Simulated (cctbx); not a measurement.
# Diagnosing a refinement

Cell a = 5.4020 Å, b = 6.0630 Å, c = 11.3130 Å, α = 90.00°, β = 90.00°, γ = 90.00°; space group Amm2 (no. 38).

Simulated single-crystal data (cctbx): synchrotron X-rays, λ = 0.4959 Å, to d = 0.6 Å, 95 % of the full sphere, strongest reflection 70000 counts, noise from counting, a 1.5 % proportional error and a noise floor of 4 counts (s.d.); no absorption, and some extinction, which the refinements don't model.

An anisotropic refinement with weights 1/σ² prints:

```text
Rint 0.012, 1032 unique reflections to 0.60 A
cycle     R1     wR2    GooF  max shift (A)
   1  0.0189  0.0508   3.228   0.00436
  12  0.0179  0.0481   3.061   0.00105
final R1 0.0179 wR2 0.0481 GooF 3.061  parameters 28  data/parameter 36.9
atom        x        y        z      Ueq    occ   su(xyz)  su(Uiso or U11)
Hf1    0.50000  0.50000  0.83931   0.0076  1.000  0.00007  0.0001
Dy1    0.50000  0.00000  0.83565   0.0109  1.000  0.00009  0.0001
Mg1    0.00000  0.50000  0.67211   0.0191  1.000  0.00032  0.0014
Mg2    0.00000  0.00000  0.66096   0.0201  1.000  0.00036  0.0014
Mg3    0.00000  0.74395  0.91724   0.0164  1.000  0.00031  0.0010
Mg4    0.50000  0.24912  0.58792   0.0204  1.000  0.00196  0.0008
Flack x: 1.069(17)
Hooft y: 1.081(13)  Bijvoet pairs: 494
difference map: max 1.10 min -1.34 rms 0.10
Q1    0.5000  0.0000  0.3378    2    1.10  0.02 A from Hf1
Q2    0.5000  0.0000  0.9173    2    0.55  0.92 A from Dy1
Q3    0.0000  0.0000  0.9923    2    0.48  1.77 A from Mg3
Q4    0.5000  0.0000  0.7792    2    0.41  0.64 A from Dy1
Q5    0.0000  0.2587  0.2558    4    0.35  1.81 A from Mg2
Q6    0.0000  0.0000  0.5183    2    0.35  1.61 A from Mg2
```

Q: Accept it or mend it, and why?

Mend it. The fault: the structure inverted. Against the right model at the same level, R1 goes from 0.0062 to 0.0179 and GooF from 0.94 to 3.06, the top difference peak, 1.1 e/Å³, lies on Hf1 and a hole of -1.3 e/Å³ opens. Only the Bijvoet differences see the inversion, so R1 moves little while x goes to 1 − x. Flack x = 1.069 with s.u. 0.017: x is near 1: the model is inverted.

The compound is DyHfMg6. The right model at the same level gives:

```text
Rint 0.012, 1032 unique reflections to 0.60 A
cycle     R1     wR2    GooF  max shift (A)
   1  0.0063  0.0152   0.964   0.00181
   2  0.0062  0.0148   0.941   0.00048
final R1 0.0062 wR2 0.0148 GooF 0.941  parameters 28  data/parameter 36.9
atom        x        y        z      Ueq    occ   su(xyz)  su(Uiso or U11)
Hf1    0.50000  0.50000  0.16002   0.0083  1.000  0.00003  0.0000
Dy1    0.50000  0.00000  0.16503   0.0095  1.000  0.00003  0.0000
Mg1    0.00000  0.50000  0.32762   0.0206  1.000  0.00011  0.0004
Mg2    0.00000  0.00000  0.33864   0.0175  1.000  0.00011  0.0004
Mg3    0.00000  0.25617  0.08300   0.0159  1.000  0.00009  0.0003
Mg4    0.50000  0.74731  0.41643   0.0192  1.000  0.00062  0.0002
Flack x: 0.010(9)
Hooft y: 0.004(10)  Bijvoet pairs: 494
difference map: max 0.25 min -0.29 rms 0.07
Q1    0.2295  0.0000  0.2290    4    0.25  1.63 A from Dy1
Q2    0.0000  0.1809  0.3385    4    0.23  1.10 A from Mg2
Q3    0.5000  0.0000  0.4645    2    0.22  1.63 A from Mg4
Q4    0.0000  0.1844  0.9654    4    0.21  1.40 A from Mg3
Q5    0.1943  0.1126  0.2276    8    0.21  1.77 A from Mg2
Q6    0.5000  0.0706  0.2998    4    0.21  1.58 A from Dy1
```

The model is made up (kin elements in a known structure type, no relaxation), so it says nothing on whether the phase exists.

[Middle refinement cycles are left out of these outputs.]

[Logs are printed without paths, hosts, clocks, repeated set-up lines and the standing remarks that a program may print on its own settings, such as how far it seeks lower states.]
